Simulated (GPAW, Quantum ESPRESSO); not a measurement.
The O K edge of atom 7 in Na2MoO4 (Fd-3m), with 1 Mo at 1.77 Å (terminal, site symmetry 3m), was computed in 2 ways: full core hole (charged cell) and no core hole. Program and functional: Quantum ESPRESSO XSpectra, LDA, Lorentzian half width 0.3 eV up to 4 eV, rising linearly to 2.5 eV at 25 eV; cells of 14 atoms.

Each run is counted from its own lowest empty level or Fermi level and scaled to a mean of 1 over its first 20 eV. (XSpectra's own axis starts at xe0, in the gap; it has been shifted.)

| E (eV) | run 1 | run 2 |
| --- | --- | --- |
| -2.0 | 0.10 | 0.10 |
| -1.5 | 0.16 | 0.14 |
| -1.0 | 0.29 | 0.24 |
| -0.5 | 0.74 | 0.57 |
| 0.0 | 2.90 | 2.09 |
| 0.5 | 1.42 | 2.18 |
| 1.0 | 1.26 | 1.37 |
| 1.5 | 2.76 | 2.37 |
| 2.0 | 1.97 | 1.92 |
| 2.5 | 0.73 | 1.63 |
| 3.0 | 0.58 | 0.97 |
| 3.5 | 0.58 | 0.69 |
| 4.0 | 0.55 | 0.80 |
| 4.5 | 0.68 | 0.88 |
| 5.0 | 0.86 | 0.86 |
| 5.5 | 0.91 | 0.90 |
| 6.0 | 0.93 | 0.94 |
| 6.5 | 1.01 | 1.07 |
| 7.0 | 1.10 | 1.22 |
| 7.5 | 1.26 | 1.29 |
| 8.0 | 1.37 | 1.29 |
| 8.5 | 1.37 | 1.20 |
| 9.0 | 1.26 | 1.09 |
| 9.5 | 1.12 | 0.99 |
| 10.0 | 1.00 | 0.88 |
| 10.5 | 0.88 | 0.78 |
| 11.0 | 0.78 | 0.71 |
| 11.5 | 0.71 | 0.68 |
| 12.0 | 0.68 | 0.68 |
| 12.5 | 0.69 | 0.71 |
| 13.0 | 0.73 | 0.75 |
| 13.5 | 0.79 | 0.79 |
| 14.0 | 0.85 | 0.82 |
| 14.5 | 0.90 | 0.82 |
| 15.0 | 0.92 | 0.81 |
| 15.5 | 0.92 | 0.78 |
| 16.0 | 0.89 | 0.76 |
| 16.5 | 0.85 | 0.74 |
| 17.0 | 0.81 | 0.72 |
| 17.5 | 0.79 | 0.70 |
| 18.0 | 0.77 | 0.68 |
| 18.5 | 0.75 | 0.67 |
| 19.0 | 0.73 | 0.65 |
| 19.5 | 0.73 | 0.64 |
| 20.0 | 0.72 | 0.63 |
| 20.5 | 0.72 | 0.63 |
| 21.0 | 0.73 | 0.64 |
| 21.5 | 0.75 | 0.64 |
| 22.0 | 0.76 | 0.65 |
| 22.5 | 0.78 | 0.67 |
| 23.0 | 0.80 | 0.68 |
| 23.5 | 0.81 | 0.70 |
| 24.0 | 0.83 | 0.71 |
| 24.5 | 0.83 | 0.72 |
| 25.0 | 0.83 | 0.71 |
| 25.5 | 0.82 | 0.70 |
| 26.0 | 0.80 | 0.69 |
| 26.5 | 0.77 | 0.67 |
| 27.0 | 0.75 | 0.65 |
| 27.5 | 0.72 | 0.63 |
| 28.0 | 0.70 | 0.62 |
| 28.5 | 0.69 | 0.60 |
| 29.0 | 0.67 | 0.59 |
| 29.5 | 0.66 | 0.57 |
| 30.0 | 0.65 | 0.56 |
| 30.5 | 0.64 | 0.55 |
| 31.0 | 0.63 | 0.54 |
| 31.5 | 0.62 | 0.53 |
| 32.0 | 0.61 | 0.53 |

Which run is which?

Run 1: full core hole (charged cell) (area from −2 to 6 eV 8.4, main maxima 0.2 eV (3.05), 1.6 eV (2.83), 8.3 eV (1.38) and 15.1 eV (0.92)). Run 2: no core hole (area from −2 to 6 eV 9.1, main maxima 0.2 eV (2.84), 1.5 eV (2.44), 7.8 eV (1.31) and 14.3 eV (0.82)). With each curve scaled to its own mean, the area from −2 to 6 eV with the hole is 8.4 against 9.1, and the centre of weight from −1 to 20 eV moves by +0.4 eV (first and strongest maxima below 20 eV: 0.2 eV (2.84), 1.5 eV (2.44) and 7.8 eV (1.31) without the hole, 0.2 eV (3.05), 1.6 eV (2.83) and 8.3 eV (1.38) with it); the shape changes all the same, by 21 % r.m.s. The hole also narrows the gap from 4.4 to 3.2 eV by pulling down the level that sets the zero, so features seem to sit higher above it.

[Hosts, paths, dates, database ids (printed as entryN), source tags and the programs' standing remarks are cut or masked in the printed files.]

[Lists of maxima count a maximum above −3 eV only where it reaches 4 % of the highest in the window and stands out from its surroundings by 2 % of it (1.5 % where it reaches 55 %); shoulders and weaker maxima are passed over, and of the rest the first, up to two pre-edge ones and the few strongest are named.]
